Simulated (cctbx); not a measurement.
**Symmetry from intensities**

Cell: a = 3.4640 Å, b = 3.4640 Å, c = 11.3580 Å, α = 90.00°, β = 90.00°, γ = 120.00°. Expected content of the cell: Al6 N2 B2.

The data are simulated with cctbx, not measured: Cu Kα, λ = 1.54184 Å, to d = 0.83 Å, 80 % of the full sphere, strongest reflection 5000 counts, noise from counting, a 1.5 % proportional error and a noise floor of 8 counts (s.d.); no absorption.

Tests on the unmerged data give:

```text
695 reflections to d = 0.831 A
centring   violations  <I/sigma> of those
    A        203 of   351      9.7
    B        212 of   357     10.0
    C        207 of   348      9.7
    I        203 of   347      9.8
    R        233 of   462      7.6
    F        311 of   528      9.8
Laue class    unique    Rint  (classes that these axes allow; Friedel mates merged)
P -1              416   0.032
P 1 1 2/m         232   0.038
P -3              150   0.042
P -3 1 m           99   0.044
P -3 m 1          115   0.043
P 6/m              86   0.044
P 6/m m m          75   0.045
space group    extra absences  I>4sigma  <I/sigma>
P 6 2 2                 0          0         -  acentric
P 63 2 2               11          0       0.1  acentric
P 6 m m                 0          0         -  acentric
P 63 m c               89          0       0.1  acentric
P -6 m 2                0          0         -  acentric
P -6 2 m                0          0         -  acentric
P -6 2 c               89          0       0.1  acentric
P 6/m m m               0          0         -  centric
P 63/m m c             89          0       0.1  centric
Wilson B = 1.53 A^2   <|E^2-1|> = 0.726 (0.968 centric, 0.736 acentric)   E^2>4: 0.0 %
shell (A)         n   <I/sigma>
11.36 - 1.51     18     33.0
 1.51 - 1.20     13     40.5
 1.20 - 1.05     12     23.9
 1.05 - 0.95     11     22.7
 0.95 - 0.88     10     19.8
 0.88 - 0.83     11     14.2
```

**Question.** What are the lattice type, the Laue class and the likely space group?

Every centring test has many violations, so the lattice is primitive.

Rint stays low (0.032 to 0.045) up to P 6/m m m, the highest class in these axes.

9 settings pass the absence test. The most absences obeyed, 89, belong to P 63 m c, P -6 2 c and P 63/m m c, which absences can't tell apart.

⟨|E²−1|⟩ = 0.726 leans to a non-centrosymmetric structure. Here that hint misleads: the statistic assumes many like atoms on general positions, and few, heavy or special-position atoms break it. The Wilson B of 1.53 Å² means U ≈ 0.0194 Å².

The true group is P6_3/mmc (no. 194), Laue class 6/mmm, centrosymmetric. The tables only narrow the choice to the tied entries; cell content, site symmetry and trial solutions must settle it.

This is a model crystal, built by substitution and not relaxed, with assumed displacement parameters.

[Logs are printed without paths, hosts, clocks, repeated set-up lines and the standing remarks that a program may print on its own settings, such as how far it seeks lower states.]
